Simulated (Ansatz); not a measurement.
# F on Mo(110): change of the work function

Aim: the work function of Mo(110) at several coverages of F (hollow site), and the dipole that each adsorbate carries.

Calculated with Ansatz 0.2.0; plane-wave DFT, PBE, Ansatz PAW.

### Step 1. Set-up

The cell holds 4 atoms: 4 Mo. Its edges and angles: a = 2.728 Å, b = 2.728 Å, c = 24.682 Å, α = 90.0°, β = 90.0°, γ = 70.5°. Vacuum lies along c.

### Step 2. The clean slab

The bare slab comes first, as the zero from which every change is counted. The two lowest layers are held at bulk places and the upper ones relax. The dipole correction removes the false field that a one-sided slab makes across the periodic vacuum, so each face gets a flat vacuum level of its own.

input.yaml reads:

```yaml
crystal:
  lattice:
    - [2.2273863607, -1.575, 0.0]
    - [2.2273863607, 1.575, 0.0]
    - [0.0, 0.0, 24.6821590822]
  atoms:
    - { symbol: Mo, position: [0.0, 0.0, 0.3646358477] }
    - { symbol: Mo, position: [0.5, 0.5, 0.4548786159] }
    - { symbol: Mo, position: [0.0, 0.0, 0.5451213841] }
    - { symbol: Mo, position: [0.5, 0.5, 0.6353641523] }
kpoints:
  mp_grid: { grid: [12, 12, 1] }
hamiltonian:
  xc: pbe
scf:
  occupations: { method: fermi_dirac, width: 0.1 }
  convergence: { dr2_threshold: 1.0e-08 }
efield:
  axis: 3
  dipole_correction: true
  ramp_position: 0.97
  ramp_width: 0.06
relax:
  f_tol: 0.02
  max_steps: 60
  constraints: [{ sites: [0, 1] }]
output:
  write_potential: true
  write_density: true
  volumetric_format: npy
```

Started as:

```bash
$ ansatz run input.yaml --threads 4 --pin off --max-ram 6144MiB --backend cpu --events-out ev --progress --plain --runs-dir out
```

Numbers of over 12 decimals in the logs are rounded to 6 here.

What it wrote:

```text
Engine: ansatz 0.2.0, x86_64-unknown-linux-gnu
Pseudopotentials: kind: paw
Pseudopotential: Mo, paw, valence charge 14, recommended cutoff 420 eV (normal), Mo.paw.azcp
Functional definition: PBE
  parameter kappa = 0.804
  parameter beta = 0.066725
  exchange = pbe_x(kappa = kappa, mu = beta*pi^2/3)
  correlation = pbe_c(beta = beta)
Crystal: 4 atoms, lattice volume = 173.177 Å³
Basis set: ecut = 420 eV, 3445 PW (Γ), exchange–correlation on 40×40×360 points (8 copies of the dense FFT grid, shifted against one another)
Bands: 34, of which v1, the nominal top of the filled ones, is band 28 counted from 1 (27 counted from 0)
Symmetry: 4 space group operations
k-points: 43 of 144
Non-local potential: Mo, projectors of the file, l = 0: 3, l = 1: 2, l = 2: 2, l = 3: 1
PAW form: soft (Blöchl's): semilocal exchange-correlation on the pseudo side does not see the compensation charge
PAW one-centre angular grid: Mo, 590 points (default); XC on 64 Gauss nodes
Initial density: superposition of atomic densities (neutral atoms: chi_scale 0, normalization atom), corrected by the library's trained network
Initial wavefunctions: pseudopotential atomic-orbital guess
Functional: x = pbe(κ = 0.804, μ = 0.219515), c = pbe(β = 0.066725)
SCF iter   1: F=—  HF=-19821.647128 eV  |F-HF|=—  |Δ(HF+E_count)|=         —  Δρ=3.78e-3  dr2=1.40e-1  ethr=1.77e-3  p=0.000 e·Å  D=7.50e-14 V/Å  ΔV_dip=-0.00 eV  dr2_dipole=1.17e-6  V_vac-E_F(+/−)=4.86/4.86 eV  ⟨swp⟩=8.9  Hψ=15645  notcnv=0  defer=5
efield: sawtooth ramp at fractional position 0.9700 (set: `efield.ramp_position`, or a place that a band, a saddle search or an elastic batch's reference lends), width 0.0600; the density the first Hamiltonian is built on has a dipole p = 0.000 e·Å; the dipole correction subtracts the counter field D = 7.50e-14 V/Å, which shifts the + side's vacuum level by -0.00 eV against the − side's; the planar-averaged density in the ramp window peaks in size at 1.4e-5 e/Å³
automatic band count: the SCF goes on with 40 bands, as 34 were too few: the levels above may hold too much charge
preconditioner: auto → LDOS  [metal: Δε(μ)=0.026 eV  Ē_g=5.170 eV  σ=0.100 eV  W_gap=0.07  n_scr=16 (ndim 8)  ℏωp=13.8 eV  f_vac=0.563  D(μ)=3.57/eV (n_scr^D=14)  β→1.0]
SCF iter   2: F=—  HF=-19821.643443 eV  |F-HF|=—  |Δ(HF+E_count)|=   3.68e-3  Δρ=1.93e-3  dr2=1.96e-2  ethr=2.50e-4  p=0.000 e·Å  D=4.93e-6 V/Å  ΔV_dip=-0.00 eV  dr2_dipole=1.04e-6  V_vac-E_F(+/−)=4.70/4.70 eV  ⟨swp⟩=2.1  Hψ=2763  notcnv=0  defer=21
SCF iter   3: F=—  HF=-19821.641430 eV  |F-HF|=—  |Δ(HF+E_count)|=   2.01e-3  Δρ=5.02e-4  dr2=1.45e-3  ethr=3.50e-5  p=0.000 e·Å  D=3.70e-6 V/Å  ΔV_dip=-0.00 eV  dr2_dipole=1.26e-7  V_vac-E_F(+/−)=4.72/4.72 eV  ⟨swp⟩=2.2  Hψ=2388  notcnv=0  defer=21
SCF iter   4: F=—  HF=-19821.641193 eV  |F-HF|=—  |Δ(HF+E_count)|=   2.36e-4  Δρ=1.36e-4  dr2=7.48e-5  ethr=2.60e-6  p=0.000 e·Å  D=1.73e-6 V/Å  ΔV_dip=-0.00 eV  dr2_dipole=3.26e-8  V_vac-E_F(+/−)=4.71/4.71 eV  ⟨swp⟩=3.0  Hψ=2598  notcnv=0  defer=21
SCF iter   5: F=—  HF=-19821.641220 eV  |F-HF|=—  |Δ(HF+E_count)|=   2.67e-5  Δρ=3.96e-5  dr2=6.14e-6  ethr=1.34e-7  p=0.000 e·Å  D=1.82e-7 V/Å  ΔV_dip=-0.00 eV  dr2_dipole=7.77e-10  V_vac-E_F(+/−)=4.70/4.70 eV  ⟨swp⟩=2.6  Hψ=2473  notcnv=0  defer=21
SCF iter   6: F=—  HF=-19821.641292 eV  |F-HF|=—  |Δ(HF+E_count)|=   7.22e-5  Δρ=1.55e-5  dr2=8.69e-7  ethr=1.10e-8  p=-0.000 e·Å  D=-1.05e-7 V/Å  ΔV_dip=0.00 eV  dr2_dipole=1.77e-12  V_vac-E_F(+/−)=4.70/4.70 eV  ⟨swp⟩=2.1  Hψ=2399  notcnv=0  defer=21
SCF iter   7: F=—  HF=-19821.641293 eV  |F-HF|=—  |Δ(HF+E_count)|=   4.78e-7  Δρ=4.02e-6  dr2=7.38e-8  ethr=1.55e-9  p=-0.000 e·Å  D=-1.31e-7 V/Å  ΔV_dip=0.00 eV  dr2_dipole=4.10e-11  V_vac-E_F(+/−)=4.69/4.69 eV  ⟨swp⟩=2.1  Hψ=2305  notcnv=0  defer=21
SCF iter   8: F=-19821.641293 eV  HF=-19821.641293 eV  |F-HF|=4.30e-9  |Δ(HF+E_count)|=   8.38e-8  Δρ=1.48e-6  dr2=6.64e-9  ethr=1.79e-11  p=-0.000 e·Å  D=-2.67e-8 V/Å  ΔV_dip=0.00 eV  dr2_dipole=1.31e-12  V_vac-E_F(+/−)=4.69/4.69 eV  ⟨swp⟩=10.7  Hψ=11449  notcnv=0
SCF 1 converged in 8 iterations: F = -19821.641293 eV  dr2 = 6.64e-9
  greatest PAW one-centre occupation: 0.998 electrons in one spin orbital (limit 2), on the Mo atom at site 3 (counted from 0), in its partial waves of l = 0
relax step   1: F+E_penalty+E_count = -19821.64129266 eV  Δ(F+E_penalty+E_count) = +0.000e0 eV  max|allowed force component| = 6.071e-1 eV/Å  Δτ_max = 0.0000 Å  (8 SCF iters, accepted)
Bands: 40, of which v1, the nominal top of the filled ones, is band 28 counted from 1 (27 counted from 0)
Initial density: handed on by an earlier stage of this run
Initial wavefunctions: those handed on with the density
iter 1 solved again at ethr=6.81e-4 eV; its pass at ethr=3.10e-3 eV (dr2=3.81e-1 eV) is discarded
SCF iter   1: F=—  HF=-19821.655302 eV  |F-HF|=—  |Δ(HF+E_count)|=         —  Δρ=9.01e-3  dr2=3.79e-1  ethr=6.81e-4  p=0.000 e·Å  D=7.09e-7 V/Å  ΔV_dip=-0.00 eV  dr2_dipole=2.16e-3  V_vac-E_F(+/−)=4.71/4.71 eV  ⟨swp⟩=1.6  Hψ=6582  notcnv=0  defer=26
efield: sawtooth ramp at fractional position 0.9700 (set: `efield.ramp_position`, or a place that a band, a saddle search or an elastic batch's reference lends), width 0.0600; the density the first Hamiltonian is built on has a dipole p = 0.000 e·Å; the dipole correction subtracts the counter field D = 7.09e-7 V/Å, which shifts the + side's vacuum level by -0.00 eV against the − side's; the planar-averaged density in the ramp window peaks in size at 3.6e-6 e/Å³
preconditioner: auto → LDOS  [metal: Δε(μ)=0.032 eV  Ē_g=5.280 eV  σ=0.100 eV  W_gap=0.08  n_scr=16 (ndim 8)  ℏωp=13.8 eV  f_vac=0.569  D(μ)=3.64/eV (n_scr^D=14)  β→1.0]
SCF iter   2: F=—  HF=-19821.637647 eV  |F-HF|=—  |Δ(HF+E_count)|=   1.77e-2  Δρ=4.01e-3  dr2=1.08e-1  ethr=6.78e-4  p=0.007 e·Å  D=7.44e-3 V/Å  ΔV_dip=-0.18 eV  dr2_dipole=1.22e-3  V_vac-E_F(+/−)=4.51/4.69 eV  ⟨swp⟩=2.3  Hψ=2710  notcnv=0  defer=26
SCF iter   3: F=—  HF=-19821.629265 eV  |F-HF|=—  |Δ(HF+E_count)|=   8.38e-3  Δρ=1.79e-3  dr2=1.82e-2  ethr=1.92e-4  p=0.006 e·Å  D=6.37e-3 V/Å  ΔV_dip=-0.16 eV  dr2_dipole=2.87e-4  V_vac-E_F(+/−)=4.55/4.71 eV  ⟨swp⟩=2.4  Hψ=3010  notcnv=0  defer=26
SCF iter   4: F=—  HF=-19821.625519 eV  |F-HF|=—  |Δ(HF+E_count)|=   3.75e-3  Δρ=4.20e-4  dr2=7.00e-4  ethr=3.26e-5  p=0.007 e·Å  D=7.29e-3 V/Å  ΔV_dip=-0.18 eV  dr2_dipole=1.75e-5  V_vac-E_F(+/−)=4.52/4.70 eV  ⟨swp⟩=3.0  Hψ=2790  notcnv=0  defer=26
[...]
SCF iter   2: F=—  HF=-19821.665867 eV  |F-HF|=—  |Δ(HF+E_count)|=   3.93e-3  Δρ=2.32e-3  dr2=4.41e-2  ethr=1.98e-4  p=0.006 e·Å  D=6.20e-3 V/Å  ΔV_dip=-0.15 eV  dr2_dipole=3.08e-3  V_vac-E_F(+/−)=4.55/4.71 eV  ⟨swp⟩=2.0  Hψ=2819  notcnv=0  defer=26
SCF iter   3: F=—  HF=-19821.662929 eV  |F-HF|=—  |Δ(HF+E_count)|=   2.94e-3  Δρ=8.29e-4  dr2=4.40e-3  ethr=7.87e-5  p=0.006 e·Å  D=6.03e-3 V/Å  ΔV_dip=-0.15 eV  dr2_dipole=6.38e-4  V_vac-E_F(+/−)=4.55/4.70 eV  ⟨swp⟩=2.0  Hψ=2289  notcnv=0  defer=26
SCF iter   4: F=—  HF=-19821.662282 eV  |F-HF|=—  |Δ(HF+E_count)|=   6.47e-4  Δρ=2.74e-4  dr2=4.17e-4  ethr=7.86e-6  p=0.005 e·Å  D=5.32e-3 V/Å  ΔV_dip=-0.13 eV  dr2_dipole=6.02e-5  V_vac-E_F(+/−)=4.57/4.70 eV  ⟨swp⟩=3.5  Hψ=3103  notcnv=0  defer=26
SCF iter   5: F=—  HF=-19821.662248 eV  |F-HF|=—  |Δ(HF+E_count)|=   3.36e-5  Δρ=7.82e-5  dr2=1.95e-5  ethr=7.44e-7  p=0.005 e·Å  D=5.03e-3 V/Å  ΔV_dip=-0.12 eV  dr2_dipole=1.52e-6  V_vac-E_F(+/−)=4.57/4.70 eV  ⟨swp⟩=2.5  Hψ=2528  notcnv=0  defer=26
SCF iter   6: F=—  HF=-19821.662251 eV  |F-HF|=—  |Δ(HF+E_count)|=   3.15e-6  Δρ=2.97e-5  dr2=1.83e-6  ethr=3.48e-8  p=0.005 e·Å  D=4.92e-3 V/Å  ΔV_dip=-0.12 eV  dr2_dipole=5.98e-9  V_vac-E_F(+/−)=4.57/4.70 eV  ⟨swp⟩=2.1  Hψ=2353  notcnv=0  defer=26
SCF iter   7: F=—  HF=-19821.662328 eV  |F-HF|=—  |Δ(HF+E_count)|=   7.66e-5  Δρ=1.27e-5  dr2=5.22e-7  ethr=3.28e-9  p=0.005 e·Å  D=4.84e-3 V/Å  ΔV_dip=-0.12 eV  dr2_dipole=2.77e-8  V_vac-E_F(+/−)=4.58/4.70 eV  ⟨swp⟩=2.2  Hψ=2457  notcnv=0  defer=26
SCF iter   8: F=—  HF=-19821.662328 eV  |F-HF|=—  |Δ(HF+E_count)|=   8.19e-8  Δρ=2.77e-6  dr2=3.19e-8  ethr=9.32e-10  p=0.005 e·Å  D=4.83e-3 V/Å  ΔV_dip=-0.12 eV  dr2_dipole=1.57e-9  V_vac-E_F(+/−)=4.58/4.70 eV  ⟨swp⟩=2.8  Hψ=3060  notcnv=0  defer=26
SCF iter   9: F=-19821.662328 eV  HF=-19821.662328 eV  |F-HF|=6.72e-9  |Δ(HF+E_count)|=   1.90e-8  Δρ=8.01e-7  dr2=1.26e-9  ethr=1.79e-11  p=0.005 e·Å  D=4.82e-3 V/Å  ΔV_dip=-0.12 eV  dr2_dipole=9.56e-14  V_vac-E_F(+/−)=4.58/4.70 eV  ⟨swp⟩=10.0  Hψ=11113  notcnv=0
SCF 3 converged in 9 iterations: F = -19821.662328 eV  dr2 = 1.26e-9
relax step   3: F+E_penalty+E_count = -19821.66232783 eV  Δ(F+E_penalty+E_count) = -2.104e-2 eV  max|allowed force component| = 1.718e-1 eV/Å  Δτ_max = 0.0695 Å  (9 SCF iters, accepted)
SCF iter   1: F=—  HF=-19821.663912 eV  |F-HF|=—  |Δ(HF+E_count)|=         —  Δρ=8.39e-4  dr2=3.50e-3  ethr=6.23e-5  p=0.005 e·Å  D=4.82e-3 V/Å  ΔV_dip=-0.12 eV  dr2_dipole=1.17e-4  V_vac-E_F(+/−)=4.57/4.69 eV  ⟨swp⟩=2.4  Hψ=3395  notcnv=0  defer=26
efield: sawtooth ramp at fractional position 0.9700 (set: `efield.ramp_position`, or a place that a band, a saddle search or an elastic batch's reference lends), width 0.0600; the density the first Hamiltonian is built on has a dipole p = 0.005 e·Å; the dipole correction subtracts the counter field D = 4.82e-3 V/Å, which shifts the + side's vacuum level by -0.12 eV against the − side's; the planar-averaged density in the ramp window peaks in size at 4.2e-6 e/Å³
preconditioner: auto → LDOS  [metal: Δε(μ)=0.010 eV  Ē_g=5.198 eV  σ=0.100 eV  W_gap=0.02  n_scr=16 (ndim 8)  ℏωp=13.8 eV  f_vac=0.567  D(μ)=3.47/eV (n_scr^D=14)  β→1.0]
SCF iter   2: F=—  HF=-19821.663776 eV  |F-HF|=—  |Δ(HF+E_count)|=   1.36e-4  Δρ=4.26e-4  dr2=1.37e-3  ethr=6.24e-6  p=0.004 e·Å  D=4.06e-3 V/Å  ΔV_dip=-0.10 eV  dr2_dipole=2.10e-5  V_vac-E_F(+/−)=4.60/4.70 eV  ⟨swp⟩=2.0  Hψ=2569  notcnv=0  defer=26
SCF iter   3: F=—  HF=-19821.663681 eV  |F-HF|=—  |Δ(HF+E_count)|=   9.52e-5  Δρ=1.70e-4  dr2=1.67e-4  ethr=2.44e-6  p=0.004 e·Å  D=4.18e-3 V/Å  ΔV_dip=-0.10 eV  dr2_dipole=3.14e-6  V_vac-E_F(+/−)=4.59/4.69 eV  ⟨swp⟩=2.0  Hψ=2242  notcnv=0  defer=26
SCF iter   4: F=—  HF=-19821.663647 eV  |F-HF|=—  |Δ(HF+E_count)|=   3.41e-5  Δρ=4.02e-5  dr2=5.53e-6  ethr=2.98e-7  p=0.004 e·Å  D=4.07e-3 V/Å  ΔV_dip=-0.10 eV  dr2_dipole=5.62e-7  V_vac-E_F(+/−)=4.60/4.70 eV  ⟨swp⟩=3.4  Hψ=3040  notcnv=0  defer=26
SCF iter   5: F=—  HF=-19821.663725 eV  |F-HF|=—  |Δ(HF+E_count)|=   7.80e-5  Δρ=1.23e-5  dr2=5.70e-7  ethr=9.88e-9  p=0.004 e·Å  D=3.99e-3 V/Å  ΔV_dip=-0.10 eV  dr2_dipole=4.18e-8  V_vac-E_F(+/−)=4.60/4.70 eV  ⟨swp⟩=2.7  Hψ=2634  notcnv=0  defer=26
SCF iter   6: F=—  HF=-19821.663725 eV  |F-HF|=—  |Δ(HF+E_count)|=   2.10e-7  Δρ=3.79e-6  dr2=5.80e-8  ethr=1.02e-9  p=0.004 e·Å  D=3.95e-3 V/Å  ΔV_dip=-0.10 eV  dr2_dipole=2.24e-9  V_vac-E_F(+/−)=4.60/4.70 eV  ⟨swp⟩=2.3  Hψ=2357  notcnv=0  defer=26
SCF iter   7: F=-19821.663725 eV  HF=-19821.663725 eV  |F-HF|=3.80e-9  |Δ(HF+E_count)|=   3.94e-8  Δρ=1.57e-6  dr2=8.57e-9  ethr=1.79e-11  p=0.004 e·Å  D=3.94e-3 V/Å  ΔV_dip=-0.10 eV  dr2_dipole=2.62e-10  V_vac-E_F(+/−)=4.60/4.70 eV  ⟨swp⟩=10.8  Hψ=11544  notcnv=0
SCF 4 converged in 7 iterations: F = -19821.663725 eV  dr2 = 8.57e-9
relax step   4: F+E_penalty+E_count = -19821.66372504 eV  Δ(F+E_penalty+E_count) = -1.397e-3 eV  max|allowed force component| = 6.160e-3 eV/Å  Δτ_max = 0.0105 Å  (7 SCF iters, accepted)
NSCF: frozen V_eff on 43 k-points
the band table was solved once a step of the walk had ended and its energy, with any forces and stress, was formed, with the checks that follow a solve (8316 applications of the Hamiltonian). They found nothing against the state; the energy, forces and stress were not computed again (output.eigenvalues in the input reference)
SCF converged after 7 iterations
Free energy (F): -19821.663725 eV
Harris-Foulkes:  -19821.663725 eV  (|F-HF|=3.80e-9)
Internal energy: -19821.546906 eV  (E = F + TS)
E sigma→0 (E₀):  -19821.605316 eV
Entropy (-TS):   -0.116819 eV (-29.205 meV/atom)
Fermi energy:    4.749028 eV
Dipole field:    D = 0.003959 V/Å  (p = 0.003789 e·Å, saw-weighted, corrected)
Work function:   Φ+ = 4.5981 eV   Φ− = 4.6959 eV
Levels:          The Fermi level and band energies are counted from a zero that moves with the ramp; work functions are not
--- Per-component energies (eV) ---
  E_band       = -1128.803094
  E_kinetic    = 1758.636076
  E_local      = -73076.344845  (includes V_loc(G=0)·N_el)
  E_nonlocal   = 573.008625
  E_hartree    = 35551.714926
  E_xc         = -730.509318
  E_vxc        = -911.323818  (∫ρ·V_xc dr)
  E_paw        = -12805.328642  (= ΣΔE_a)
  E_vpaw       = -576.218628  (= ΣTr[D̂ρ^β])
  E_aug_tail   = 0.000170  (compensation charges beyond the density's cutoff)
  E_efield     = 0.000008  (sawtooth field / dipole correction)
  E_vefield    = 0.002053  (∫n·V_field dr)
  E_ewald      = 28907.276095
  E_smearing   = -0.116819  (= −TS)
  E_closure    = -0.000000  (closes the sum)
  Σ components = -19821.663725   (vs F -19821.663725, Δ=0.00e0)
--- Forces (eV/Å), atoms counted from 1 ---
  atom   1  Mo     0.00000000     0.00000000     0.48968384
  atom   2  Mo     0.00000000    -0.00000000    -0.48732687
  atom   3  Mo     0.00000000    -0.00000000    -0.00616013
  atom   4  Mo     0.00000000     0.00000000     0.00374753
  max |Σ_I F_I| component: 5.56e-5 eV/Å
--- Band table (eV; the first three rows and the last of 43) ---
  k-point 0: bands = [... 24 lower, 3.2679, 3.3587, 3.5222, 3.7666, 4.8655, 5.1015, 5.8499, 5.9160, ... 8 higher]
  k-point 1: bands = [... 24 lower, 3.1262, 3.2374, 3.5562, 3.9741, 4.5550, 5.1890, 5.4643, 5.7715, ... 8 higher]
  k-point 2: bands = [... 24 lower, 2.9540, 3.0742, 3.7021, 3.9784, 4.4501, 4.6794, 5.6510, 5.7078, ... 8 higher]
  k-point 42: bands = [... 24 lower, 3.2412, 5.2680, 5.2859, 5.5507, 5.7353, 6.1980, 7.4154, 7.7054, ... 8 higher]
--- Relaxed structure (4 steps of the walk, 3 accepted, 0 SCFs on fresh bases) ---
  F+E_penalty+E_count = -19821.66372504 eV   max|allowed force component| = 6.160e-3 eV/Å
  atoms:
    - { symbol: Mo, position: [0.0, 0.0, 0.364636] }
    - { symbol: Mo, position: [0.500000, 0.500000, 0.454879] }
    - { symbol: Mo, position: [-3.918101156786695e-19, 3.918101156786695e-19, 0.546022] }
    - { symbol: Mo, position: [0.500000, 0.500000, 0.632974] }
```

It took 25 s on 4 threads of AMD EPYC 7R43, shared host; peak memory 0.65 GiB.

The steps of the relaxation:

```
step  energy less that of the first step (eV)  largest force component (eV/Å)
   1                                   0.0000                          0.6071
   2                                   0.0156                          0.8030
   3                                  -0.0210                          0.1718
   4                                  -0.0224                          0.0062
```

Relaxation step 2 was tried and not accepted.

Forces are held to the 4 operations that the run works with; a distortion that breaks them can't arise in this run.

The atoms that moved most (Å):

```
atom     dx     dy      dz  length
 Mo4  0.000  0.000  -0.059   0.059
 Mo3  0.000  0.000   0.022   0.022
```

Final coordinates:

```cif
data_structure
_symmetry_space_group_name_H-M 'P 1'
_symmetry_Int_Tables_number 1
_cell_length_a 2.7280
_cell_length_b 2.7280
_cell_length_c 24.6822
_cell_angle_alpha 90.000
_cell_angle_beta 90.000
_cell_angle_gamma 70.529
_cell_volume 173.18
loop_
_atom_site_label
_atom_site_type_symbol
_atom_site_fract_x
_atom_site_fract_y
_atom_site_fract_z
_atom_site_occupancy
Mo1 Mo 0.00000 0.00000 0.36464 1
Mo2 Mo 0.50000 0.50000 0.45488 1
Mo3 Mo 0.00000 0.00000 0.54602 1
Mo4 Mo 0.50000 0.50000 0.63297 1
```

Numbers from this step:

```
energy at zero smearing        : -19821.6053 eV
work function, upper face      : 4.598 eV
work function, lower face      : 4.696 eV
dipole along the normal        : 0.003789 e·Å
step between the vacuum levels : -0.09772 eV
```

Running mean over 2.227 Å of the planar mean; the ramp of the sawtooth is left out. Table of electron's electrostatic potential energy less the Fermi level by z:

z (Å), electron's electrostatic potential energy less the Fermi level (eV) and a bar from the least value:
```
        4        4.7 ##############################
        5        4.7 ##############################
        6        4.6 ##############################
        7        3.2 ############################
        8       -6.0 ############
        9      -12.4 ##
       10      -12.7 #
       11      -12.9 #
       12      -12.7 #
       13      -12.8 #
       14      -13.4 
       15      -13.3 
       16      -11.5 ###
       17       -1.5 ####################
       18        4.0 #############################
       19        4.5 ##############################
       20        4.6 ##############################
       21        4.6 ##############################
```

The relaxation took 4 steps and lowered the energy by 0.022 eV; the largest force on the free atoms ends at 0.0062 eV/Å.

The work function of the upper face is 4.60 eV.

(Part 1 of 3 ends here.)

[Logs are printed without paths, hosts, clocks, repeated set-up lines and the standing remarks that a program may print on its own settings, such as how far it seeks lower states.]

[Hosts, paths, dates, database ids (printed as entryN), source tags and the programs' standing remarks are cut or masked in the printed files.]

[Maps of the electrostatic potential energy from Ansatz leave out the sawtooth potential of an applied field or a dipole correction, so their vacuum need not be flat; planar profiles and work functions include it.]
